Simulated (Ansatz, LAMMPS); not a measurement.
# Elastic response of amorphous carbon at 2.60 g/cm^3 (96 atoms), part 2 of 3

How stiff is amorphous carbon at 2.60 g/cm^3 (96 atoms)?

Ansatz 0.2.0; Kohn-Sham DFT, PBE, PAW (set soft_2), plane waves.

The cell: 96 C. The quench rate of 200 K/ps is many orders above laboratory rates. The starting topology of bonds comes from the classical model.

So far. Step 2 (Single point at the start): The r.m.s. force at the start is 1.3 eV/Å.

### Step 3. Cell and atoms relaxed

Cell and atoms are freed together, to release stress as well as forces.

input.yaml

```yaml
crystal:
  lattice:
    - [9.0304, 0.0, 0.0]
    - [0.0, 9.0304, 0.0]
    - [0.0, 0.0, 9.0304]
  atoms:
    [... the 96 atom lines of step 2 ...]
kpoints:
  mp_grid: { grid: [2, 2, 2] }
hamiltonian:
  xc: pbe
scf:
  occupations: { method: gaussian, width: 0.05 }
output:
  forces: true
relax:
  f_tol: 0.05
  max_steps: 150
  cell: {}
```

Command:

```sh
ansatz run input.yaml --threads 4 --pin off --max-ram 8192MiB --backend cpu --events-out ev --progress --plain --runs-dir out
```

Numbers of over 12 decimals in the logs are rounded to 6 here.

Log:

```text
[...]
Crystal: 96 atoms, lattice volume = 736.412 Å³
Basis set: ecut = 420 eV, 14363 PW (Γ), exchange–correlation on 128×128×128 points (8 copies of the dense FFT grid, shifted against one another)
Bands: 288, of which v1, the nominal top of the filled ones, is band 192 counted from 1 (191 counted from 0)
Symmetry: 1 space group operations
[...]
k-points: 8
[...]
SCF iter   1: F=—  HF=-23995.296486 eV  |F-HF|=—  |Δ(HF+E_count)|=         —  Δρ=1.49e-2  dr2=1.90e0  ethr=1.77e-3  ⟨swp⟩=5.0  Hψ=9308  notcnv=0  defer=572
[...]
SCF iter   9: F=—  HF=-23995.003393 eV  |F-HF|=—  |Δ(HF+E_count)|=   2.52e-7  Δρ=2.31e-6  dr2=1.22e-7  ethr=2.78e-10  ⟨swp⟩=2.2  Hψ=2871  notcnv=0  defer=699
SCF iter  10: F=-23995.003393 eV  HF=-23995.003393 eV  |F-HF|=2.93e-9  |Δ(HF+E_count)|=   2.03e-8  Δρ=7.69e-7  dr2=1.25e-8  ethr=2.60e-11  ⟨swp⟩=3.2  Hψ=5417  notcnv=0
SCF 1 converged in 10 iterations: F = -23995.003393 eV  dr2 = 1.25e-8
[...]
relax step   1: F+E_penalty+E_count = -23995.00339315 eV  Δ(F+E_penalty+E_count) = +0.000e0 eV  max|allowed force component| = 4.160e0 eV/Å  Δτ_max = 0.0000 Å  P = +14.135 GPa  Ω = 736.412 Å³  (10 SCF iters, dr2 threshold 1.00e-7 eV, accepted)
[... from here on, the SCF cycles and remarks between the steps are left out ...]
relax step   2: F+E_penalty+E_count = -24001.68177008 eV  Δ(F+E_penalty+E_count) = -6.678e0 eV  max|allowed force component| = 2.309e0 eV/Å  Δτ_max = 0.1365 Å  P = +3.000 GPa  Ω = 761.653 Å³  energy of the carried Pulay correction = -9.761e-2 eV  (8 SCF iters, dr2 threshold 9.60e-6 eV, accepted)
relax step   3: F+E_penalty+E_count = -24003.95154239 eV  Δ(F+E_penalty+E_count) = -2.270e0 eV  max|allowed force component| = 9.055e-1 eV/Å  Δτ_max = 0.1254 Å  P = -0.897 GPa  Ω = 770.342 Å³  energy of the carried Pulay correction = -1.305e-1 eV  (8 SCF iters, dr2 threshold 9.60e-6 eV, accepted)
relax step   4: F+E_penalty+E_count = -24004.29733162 eV  Δ(F+E_penalty+E_count) = -3.458e-1 eV  max|allowed force component| = 4.111e-1 eV/Å  Δτ_max = 0.0697 Å  P = -0.633 GPa  Ω = 770.561 Å³  energy of the carried Pulay correction = -1.313e-1 eV  (8 SCF iters, dr2 threshold 9.60e-6 eV, accepted)
relax step   5: F+E_penalty+E_count = -24004.55239489 eV  Δ(F+E_penalty+E_count) = -2.551e-1 eV  max|allowed force component| = 6.040e-1 eV/Å  Δτ_max = 0.1330 Å  P = -0.231 GPa  Ω = 769.506 Å³  energy of the carried Pulay correction = -1.273e-1 eV  (9 SCF iters, dr2 threshold 9.60e-6 eV, accepted)
relax step   6: F+E_penalty+E_count = -24004.79915371 eV  Δ(F+E_penalty+E_count) = -2.468e-1 eV  max|allowed force component| = 1.303e0 eV/Å  Δτ_max = 0.1533 Å  P = +0.058 GPa  Ω = 767.370 Å³  energy of the carried Pulay correction = -1.193e-1 eV  (9 SCF iters, dr2 threshold 9.60e-6 eV, accepted)
relax step   7: F+E_penalty+E_count = -24005.66127736 eV  Δ(F+E_penalty+E_count) = -8.621e-1 eV  max|allowed force component| = 2.429e0 eV/Å  Δτ_max = 0.1962 Å  P = +0.070 GPa  Ω = 764.132 Å³  energy of the carried Pulay correction = -1.070e-1 eV  (10 SCF iters, dr2 threshold 9.60e-6 eV, accepted)
relax step   8: F+E_penalty+E_count = -24006.64031036 eV  Δ(F+E_penalty+E_count) = -9.790e-1 eV  max|allowed force component| = 1.328e0 eV/Å  Δτ_max = 0.2000 Å  P = +0.267 GPa  Ω = 760.758 Å³  energy of the carried Pulay correction = -9.420e-2 eV  (10 SCF iters, dr2 threshold 9.60e-6 eV, accepted)
relax step   9: F+E_penalty+E_count = -24005.93611953 eV  Δ(F+E_penalty+E_count) = +7.042e-1 eV  max|allowed force component| = 3.343e0 eV/Å  Δτ_max = 0.1948 Å  P = +1.843 GPa  Ω = 758.160 Å³  energy of the carried Pulay correction = -8.430e-2 eV  (9 SCF iters, dr2 threshold 9.60e-6 eV, rejected (line search))
relax step  10: F+E_penalty+E_count = -24007.13377944 eV  Δ(F+E_penalty+E_count) = -4.935e-1 eV  max|allowed force component| = 8.103e-1 eV/Å  Δτ_max = 0.0956 Å  P = -0.960 GPa  Ω = 765.060 Å³  energy of the carried Pulay correction = -1.105e-1 eV  (17 SCF iters, accepted)
relax step  11: F+E_penalty+E_count = -24007.29602936 eV  Δ(F+E_penalty+E_count) = -1.622e-1 eV  max|allowed force component| = 9.373e-1 eV/Å  Δτ_max = 0.0740 Å  P = +0.827 GPa  Ω = 760.124 Å³  energy of the carried Pulay correction = -9.179e-2 eV  (9 SCF iters, dr2 threshold 9.60e-6 eV, accepted)
relax step  12: F+E_penalty+E_count = -24007.39488653 eV  Δ(F+E_penalty+E_count) = -9.886e-2 eV  max|allowed force component| = 5.194e-1 eV/Å  Δτ_max = 0.0291 Å  P = -0.103 GPa  Ω = 762.258 Å³  energy of the carried Pulay correction = -9.991e-2 eV  (9 SCF iters, dr2 threshold 9.60e-6 eV, accepted)
relax step  13: F+E_penalty+E_count = -24007.47001460 eV  Δ(F+E_penalty+E_count) = -7.513e-2 eV  max|allowed force component| = 6.531e-1 eV/Å  Δτ_max = 0.0437 Å  P = -0.394 GPa  Ω = 763.041 Å³  energy of the carried Pulay correction = -1.029e-1 eV  (7 SCF iters, dr2 threshold 9.60e-6 eV, accepted)
[...]
relax step  59: F+E_penalty+E_count = -24012.93481927 eV  Δ(F+E_penalty+E_count) = -1.319e-1 eV  max|allowed force component| = 5.699e-1 eV/Å  Δτ_max = 0.0478 Å  P = +0.078 GPa  Ω = 742.352 Å³  energy of the carried Pulay correction = -2.327e-2 eV  (17 SCF iters, accepted)
[...]
relax step  65: F+E_penalty+E_count = -24013.15570600 eV  Δ(F+E_penalty+E_count) = -5.129e-2 eV  max|allowed force component| = 6.306e-1 eV/Å  Δτ_max = 0.0959 Å  P = -0.007 GPa  Ω = 740.563 Å³  energy of the carried Pulay correction = -1.628e-2 eV  (11 SCF iters, dr2 threshold 3.05e-6 eV, accepted)
relax step  66: F+E_penalty+E_count = -24013.17408801 eV  Δ(F+E_penalty+E_count) = -1.838e-2 eV  max|allowed force component| = 7.397e-1 eV/Å  Δτ_max = 0.1955 Å  P = +0.027 GPa  Ω = 738.735 Å³  energy of the carried Pulay correction = -9.121e-3 eV  (10 SCF iters, dr2 threshold 9.60e-6 eV, accepted)
relax step  67: F+E_penalty+E_count = -24009.07480617 eV  Δ(F+E_penalty+E_count) = +4.099e0 eV  max|allowed force component| = 8.692e0 eV/Å  Δτ_max = 0.1952 Å  P = +2.463 GPa  Ω = 737.963 Å³  energy of the carried Pulay correction = -6.095e-3 eV  (11 SCF iters, dr2 threshold 9.60e-6 eV, rejected (line search))
relax step  68: F+E_penalty+E_count = -24013.27743413 eV  Δ(F+E_penalty+E_count) = -1.033e-1 eV  max|allowed force component| = 6.865e-1 eV/Å  Δτ_max = 0.0959 Å  P = -0.076 GPa  Ω = 739.992 Å³  energy of the carried Pulay correction = -1.405e-2 eV  (21 SCF iters, accepted)
relax step  69: F+E_penalty+E_count = -24012.86541893 eV  Δ(F+E_penalty+E_count) = +4.120e-1 eV  max|allowed force component| = 1.295e0 eV/Å  Δτ_max = 0.0985 Å  P = +0.755 GPa  Ω = 739.211 Å³  energy of the carried Pulay correction = -1.099e-2 eV  (10 SCF iters, dr2 threshold 9.60e-6 eV, rejected (line search))
relax step  70: F+E_penalty+E_count = -24013.35654867 eV  Δ(F+E_penalty+E_count) = -7.911e-2 eV  max|allowed force component| = 3.017e-1 eV/Å  Δτ_max = 0.0470 Å  P = -0.092 GPa  Ω = 739.592 Å³  energy of the carried Pulay correction = -1.248e-2 eV  (19 SCF iters, accepted)
relax step  71: F+E_penalty+E_count = -24013.38066382 eV  Δ(F+E_penalty+E_count) = -2.412e-2 eV  max|allowed force component| = 1.500e-1 eV/Å  Δτ_max = 0.0210 Å  P = -0.016 GPa  Ω = 739.500 Å³  energy of the carried Pulay correction = -1.212e-2 eV  (7 SCF iters, dr2 threshold 5.69e-6 eV, accepted)
relax step  72: F+E_penalty+E_count = -24013.38832820 eV  Δ(F+E_penalty+E_count) = -7.664e-3 eV  max|allowed force component| = 4.957e-2 eV/Å  Δτ_max = 0.0182 Å  P = -0.027 GPa  Ω = 739.590 Å³  energy of the carried Pulay correction = -1.247e-2 eV  (8 SCF iters, dr2 threshold 1.41e-6 eV, accepted)
relax step  73: F+E_penalty+E_count = -24013.38966314 eV  Δ(F+E_penalty+E_count) = -1.335e-3 eV  max|allowed force component| = 3.732e-2 eV/Å  Δτ_max = 0.0047 Å  P = +0.042 GPa  Ω = 739.423 Å³  energy of the carried Pulay correction = -1.182e-2 eV  (11 SCF iters, dr2 threshold 1.01e-8 eV, accepted)
relax step  74: F+E_penalty+E_count = -24013.38950347 eV  Δ(F+E_penalty+E_count) = +1.597e-4 eV  max|allowed force component| = 1.439e-2 eV/Å  Δτ_max = 0.0021 Å  P = -0.006 GPa  Ω = 739.550 Å³  energy of the carried Pulay correction = -1.232e-2 eV  (9 SCF iters, dr2 threshold 1.89e-8 eV, accepted)
relax step  75: F+E_penalty+E_count = -24013.54984126 eV  Δ(F+E_penalty+E_count) = -1.603e-1 eV  max|allowed force component| = 1.400e-2 eV/Å  Δτ_max = 0.0000 Å  P = +0.267 GPa  Ω = 739.550 Å³  stress off target by 7.71e-1 GPa  SCF on the basis re-selected at this cell (its energy is not comparable with the rows above)  (9 SCF iters)
relax step  76: F+E_penalty+E_count = -24013.54867899 eV  Δ(F+E_penalty+E_count) = +1.162e-3 eV  max|allowed force component| = 5.045e-2 eV/Å  Δτ_max = 0.0051 Å  P = -0.182 GPa  Ω = 740.800 Å³  energy of the carried Pulay correction = -5.192e-3 eV  (7 SCF iters, dr2 threshold 1.49e-6 eV, accepted)
relax step  77: F+E_penalty+E_count = -24013.55180367 eV  Δ(F+E_penalty+E_count) = -3.125e-3 eV  max|allowed force component| = 1.897e-2 eV/Å  Δτ_max = 0.0023 Å  P = -0.001 GPa  Ω = 740.370 Å³  energy of the carried Pulay correction = -3.390e-3 eV  (6 SCF iters, dr2 threshold 3.75e-7 eV, accepted)
relax step  78: F+E_penalty+E_count = -24013.55530867 eV  Δ(F+E_penalty+E_count) = -3.505e-3 eV  max|allowed force component| = 1.868e-2 eV/Å  Δτ_max = 0.0000 Å  P = +0.001 GPa  Ω = 740.370 Å³  stress off target by 1.95e-2 GPa  SCF on the basis re-selected at this cell (its energy is not comparable with the rows above)  (7 SCF iters)
[...]
SCF converged after 7 iterations
Free energy (F): -24013.555309 eV
[...]
Internal energy: -24013.536619 eV  (E = F + TS)
E sigma→0 (E₀):  -24013.545964 eV
Entropy (-TS):   -0.018690 eV (-0.195 meV/atom)
Fermi energy:    8.821969 eV
[...]
Σ components = -24013.555309   (vs F -24013.555309, Δ=0.00e0)
--- Forces (eV/Å), atoms counted from 1 ---
  atom   1  C      0.00073995     0.00326013    -0.00311955
  atom   2  C      0.00029667    -0.00258691    -0.00196980
  atom   3  C      0.00331732    -0.00541036    -0.00636676
  atom   4  C      0.00199212    -0.00188693    -0.00173187
[...]
atom  96  C      0.00355962     0.00215229    -0.00222614
  max |Σ_I F_I| component: 8.34e-6 eV/Å
--- Stress (GPa, compression-positive) ---
       -0.001063      -0.000835       0.013139
       -0.000835      -0.006603      -0.004606
        0.013139      -0.004606       0.010028
  P = ⅓ Tr σ = 0.0008 GPa (0.008 kbar)
--- Relaxed structure (76 steps of the walk, 63 accepted, 2 SCFs on fresh bases) ---
  F+E_penalty+E_count = -24013.55530867 eV   max|allowed force component| = 1.868e-2 eV/Å   (the final SCF, on the basis selected at the relaxed cell)
  cell:  # Å, volume = 740.3702 Å³
    - [9.242073, 0.226206, 0.482662]
    - [0.226206, 9.151847, -0.160980]
    - [0.482662, -0.160980, 8.787049]
  atoms:
    - { symbol: C, position: [1.010046, 0.171170, 0.882595] }
    - { symbol: C, position: [0.353925, 0.334921, 0.910051] }
    - { symbol: C, position: [0.554585, 0.353472, 0.653298] }
    - { symbol: C, position: [1.009983, 0.490033, 0.821577] }
[...]
- { symbol: C, position: [0.196321, 0.851524, 0.557058] }
```

It took 14 min on 4 threads of AMD EPYC 9R45 (Zen 5), shared host; peak memory 4.8 GiB; 55 min of CPU time.

The relaxation converged after 76 steps, with a largest force component of 0.019 eV/Å.

### Step 4. Single point at the relaxed geometry

The electronic structure is read at the final geometry, in a run of its own.

input.yaml

```yaml
crystal:
  lattice:
    - [9.24207, 0.22621, 0.48266]
    - [0.22621, 9.15185, -0.16098]
    - [0.48266, -0.16098, 8.78705]
  atoms:
    - { symbol: C, position: [0.01005, 0.17117, 0.8826] }
    - { symbol: C, position: [0.35393, 0.33492, 0.91005] }
    - { symbol: C, position: [0.55459, 0.35347, 0.6533] }
    - { symbol: C, position: [0.00998, 0.49003, 0.82158] }
    - { symbol: C, position: [0.28236, 0.2743, 0.51962] }
    - { symbol: C, position: [0.91239, 0.52214, 0.38087] }
    [... 84 atom lines left out ...]
    - { symbol: C, position: [0.39025, 0.68402, 0.40992] }
    - { symbol: C, position: [0.36954, 0.00293, 0.11873] }
    - { symbol: C, position: [0.50819, 0.04216, 0.56268] }
    - { symbol: C, position: [0.61875, 0.87224, 0.09585] }
    - { symbol: C, position: [0.89686, 0.83342, 0.10461] }
    - { symbol: C, position: [0.19632, 0.85152, 0.55706] }
kpoints:
  mp_grid: { grid: [2, 2, 2] }
hamiltonian:
  xc: pbe
scf:
  occupations: { method: gaussian, width: 0.05 }
output:
  forces: true
  stress: true
  populations: true
  dos:
    method: { smearing: { sigma: 0.15 } }
    de: 0.1
    projected: { site_lists: { C: [C] } }
  eigenvalues: true
  write_density: true
  write_potential: true
  volumetric_format: npy
  elf: true
```

Log:

```text
[...]
Crystal: 96 atoms, lattice volume = 740.370 Å³
Basis set: ecut = 420 eV, 14497 PW (Γ), exchange–correlation on 128×128×120 points (8 copies of the dense FFT grid, shifted against one another)
Bands: 288, of which v1, the nominal top of the filled ones, is band 192 counted from 1 (191 counted from 0)
Symmetry: 1 space group operations
[...]
k-points: 8
[...]
SCF iter   1: F=—  HF=-24014.280076 eV  |F-HF|=—  |Δ(HF+E_count)|=         —  Δρ=1.58e-2  dr2=5.06e0  ethr=1.77e-3  ⟨swp⟩=5.9  Hψ=10153  notcnv=0  defer=496
[...]
SCF iter  14: F=-24013.555303 eV  HF=-24013.555303 eV  |F-HF|=4.69e-8  |Δ(HF+E_count)|=   2.50e-8  Δρ=2.52e-6  dr2=6.51e-8  ethr=2.60e-11  ⟨swp⟩=21.1  Hψ=20154  notcnv=0
SCF 1 converged in 14 iterations: F = -24013.555303 eV  dr2 = 6.51e-8
[...]
SCF converged after 14 iterations
Free energy (F): -24013.555303 eV
[...]
Internal energy: -24013.536616 eV  (E = F + TS)
E sigma→0 (E₀):  -24013.545960 eV
Entropy (-TS):   -0.018687 eV (-0.195 meV/atom)
Fermi energy:    8.821951 eV
[...]
--- Forces (eV/Å), atoms counted from 1 ---
  atom   1  C     -0.00119900     0.00407534    -0.00499353
  atom   2  C     -0.00053633    -0.00273627    -0.00162470
  atom   3  C      0.00223605    -0.00500486    -0.00694819
  atom   4  C      0.00232398    -0.00114768    -0.00281170
  atom   5  C     -0.00014653     0.00144524    -0.01126388
  atom   6  C     -0.00094044     0.00354247    -0.00659126
  atom   7  C     -0.00265661    -0.00016406    -0.00370609
  atom   8  C     -0.00762358     0.00702511    -0.00044124
  atom   9  C     -0.00547299    -0.00489258    -0.00725720
  atom  10  C     -0.00618512     0.00265699     0.00298814
  atom  11  C     -0.00474396    -0.00219133    -0.00417403
  atom  12  C      0.00027841     0.00742439     0.00033507
  atom  13  C      0.00763529     0.00180729     0.00185515
  atom  14  C      0.00418566     0.00243182     0.00777536
[...]
atom  95  C     -0.00203429     0.00460169     0.00204297
  atom  96  C      0.00305598     0.00365000    -0.00281339
  max |Σ_I F_I| component: 1.40e-4 eV/Å
--- Stress (GPa, compression-positive) ---
       -0.003071       0.000579       0.012768
        0.000579      -0.005970      -0.006039
        0.012768      -0.006040       0.009628
  P = ⅓ Tr σ = 0.0002 GPa (0.002 kbar)
--- Band table (eV; the first three rows and the last of 8) ---
[...]
--- Löwdin populations: 96 sites ---
  site symbol       q [e]
     0      C      3.9151
     1      C      3.9729
     2      C      3.9962
[...]
95      C      3.9717
  spilling = 0.007410 (of n_electrons = 384.000000)
```

Wall time 24 s (4 threads); peak memory 4.7 GiB; 94 s of CPU time.

The run gave:

```yaml
free_energy: -24013.5553 eV
free_energy_per_atom: -250.1412 eV/atom
scf_cycles: 14
pressure: 0.0001954 GPa
r_m_s_force_component: 0.00456 eV/Å
longest_force: 0.0216 eV/Å
fermi_energy: 8.822 eV
levels_partly_filled_by_over_2_per_cent: 7
spilling_of_the_projection: 0.00741
```

### Step 5. Volume -3 %

The relaxed cell is scaled evenly and the atoms are relaxed again; the stress at the end gives one point of P(V).

input.yaml, the sections that differ from step 4:

```yaml
crystal:
  lattice:
    - [9.14871, 0.22392, 0.47778]
    - [0.22392, 9.0594, -0.15935]
    - [0.47778, -0.15935, 8.69829]
  atoms:
    [... the 96 atom lines of step 4 ...]
output:
  forces: true
  eigenvalues: true
  stress: true
relax:
  f_tol: 0.05
  max_steps: 70
# kpoints, hamiltonian, scf: as in step 4
```

Log:

```text
Warning: output.stress: scf.convergence.dr2_threshold = 1e-7 eV (the SCF's general default) is looser than the 9.6e-9 eV advised for a printed stress (1e-10 eV for each atom of the cell: 96). What an SCF threshold leaves in a stress goes as its square root, and in the free energy as the threshold itself, and one threshold admits the most on a small cell: [...]
[...]
Crystal: 96 atoms, lattice volume = 718.160 Å³
Basis set: ecut = 420 eV, 14033 PW (Γ), exchange–correlation on 128×128×120 points (8 copies of the dense FFT grid, shifted against one another)
Bands: 288, of which v1, the nominal top of the filled ones, is band 192 counted from 1 (191 counted from 0)
Symmetry: 1 space group operations
[...]
k-points: 8
[...]
SCF iter   1: F=—  HF=-24013.638260 eV  |F-HF|=—  |Δ(HF+E_count)|=         —  Δρ=1.62e-2  dr2=5.12e0  ethr=1.77e-3  ⟨swp⟩=6.0  Hψ=10271  notcnv=0  defer=486
[...]
SCF iter   8: F=-24012.899583 eV  HF=-24012.899589 eV  |F-HF|=5.77e-6  |Δ(HF+E_count)|=   2.40e-6  Δρ=1.76e-5  dr2=9.86e-6  ethr=1.63e-8  ⟨swp⟩=15.8  Hψ=13305  notcnv=0
SCF 1 converged in 8 iterations: F = -24012.899583 eV  dr2 = 9.86e-6
[...]
relax step   1: F+E_penalty+E_count = -24012.89958315 eV  Δ(F+E_penalty+E_count) = +0.000e0 eV  max|allowed force component| = 4.514e-1 eV/Å  Δτ_max = 0.0000 Å  (8 SCF iters, dr2 threshold 6.25e-5 eV, accepted)
[...]
relax step   2: F+E_penalty+E_count = -24012.99809687 eV  Δ(F+E_penalty+E_count) = -9.851e-2 eV  max|allowed force component| = 1.856e-1 eV/Å  Δτ_max = 0.0262 Å  (7 SCF iters, dr2 threshold 1.27e-5 eV, accepted)
[...]
relax step   3: F+E_penalty+E_count = -24013.02080040 eV  Δ(F+E_penalty+E_count) = -2.270e-2 eV  max|allowed force component| = 5.372e-2 eV/Å  Δτ_max = 0.0190 Å  (11 SCF iters, accepted)
[...]
relax step   4: F+E_penalty+E_count = -24013.02260232 eV  Δ(F+E_penalty+E_count) = -1.802e-3 eV  max|allowed force component| = 2.698e-2 eV/Å  Δτ_max = 0.0044 Å  (8 SCF iters, accepted)
SCF converged after 8 iterations
Free energy (F): -24013.022602 eV
[...]
Internal energy: -24013.004217 eV  (E = F + TS)
E sigma→0 (E₀):  -24013.013410 eV
Entropy (-TS):   -0.018386 eV (-0.192 meV/atom)
Fermi energy:    9.236328 eV
[...]
--- Forces (eV/Å), atoms counted from 1 ---
  atom   1  C      0.00150216    -0.00121714     0.00713362
  atom   2  C     -0.00704941    -0.00076128     0.00548859
  atom   3  C     -0.00737773    -0.00753145     0.00418933
  atom   4  C      0.00093878    -0.00648348    -0.00323206
  atom   5  C     -0.00269717     0.01313276     0.00283235
  atom   6  C      0.00643521     0.00380547     0.00195714
  atom   7  C     -0.02144844     0.01880720     0.00716335
  atom   8  C      0.00519549    -0.00167237    -0.01646342
  atom   9  C     -0.00346847     0.00053092     0.01137024
  atom  10  C     -0.00172735    -0.00183103    -0.00089700
  atom  11  C     -0.00985654    -0.00858496     0.01406396
  atom  12  C      0.01726543    -0.02697840     0.01386746
  atom  13  C     -0.00247854    -0.01003846    -0.00472494
  atom  14  C     -0.01273032     0.00561101    -0.00929341
[...]
atom  95  C     -0.00097548    -0.00334038     0.00946153
  atom  96  C      0.00445287    -0.01151073     0.00027420
  max |Σ_I F_I| component: 1.16e-4 eV/Å
--- Stress (GPa, compression-positive) ---
        8.197598       0.090727      -0.326996
        0.090727       7.602257      -0.286509
       -0.326996      -0.286509       7.653648
  P = ⅓ Tr σ = 7.8178 GPa (78.178 kbar)
--- Band table (eV; the first three rows and the last of 8) ---
[...]
--- Relaxed structure (4 steps of the walk, 4 accepted, 0 SCFs on fresh bases) ---
  F+E_penalty+E_count = -24013.02260232 eV   max|allowed force component| = 2.698e-2 eV/Å
  atoms:
    - { symbol: C, position: [0.00975984, 0.170398, 0.881619] }
    - { symbol: C, position: [0.354068, 0.335601, 0.909336] }
    - { symbol: C, position: [0.555087, 0.353872, 0.650655] }
    - { symbol: C, position: [0.010544, 0.489998, 0.823215] }
[...]
- { symbol: C, position: [0.194923, 0.851724, 0.557985] }
```

It took 52 s on 4 threads; peak memory 4.6 GiB; 3.4 min of CPU time.

The program notes that the SCF threshold is loose for the stress.

The relaxation converged after 4 steps, 0.123 eV below its start, with a largest force component of 0.027 eV/Å.

Volume -3 %: the energy stands 0.533 eV above that of the reference, at a pressure of 7.82 GPa.

### Step 6. Volume +3 %

The relaxed cell is scaled to another volume.

Input and log are left out; they have the form of those shown for this kind of step.

Elapsed: 55 s, on 4 threads of AMD EPYC 9R45 (Zen 5), shared host; peak memory 4.8 GiB.

The relaxation converged after 4 steps, 0.108 eV below its start, with a largest force component of 0.030 eV/Å.

Volume +3 %: the energy stands 0.488 eV above that of the reference, at a pressure of -6.85 GPa.

### Step 7. Volume -6 %

The relaxed cell is scaled to another volume.

Input and log are left out; they have the form of those shown for this kind of step.

Run time: 58 s. Hardware: 4 threads of AMD EPYC 9R45 (Zen 5), shared host; peak memory 4.5 GiB.

The relaxation converged after 5 steps, 0.529 eV below its start, with a largest force component of 0.040 eV/Å.

Volume -6 %: the energy stands 2.22 eV above that of the reference, at a pressure of 16.7 GPa.

[end of part 2 of 3]

[Logs are printed without paths, hosts, clocks, repeated set-up lines and the standing remarks that a program may print on its own settings, such as how far it seeks lower states.]

[Hosts, paths, dates, database ids (printed as entryN), source tags and the programs' standing remarks are cut or masked in the printed files.]
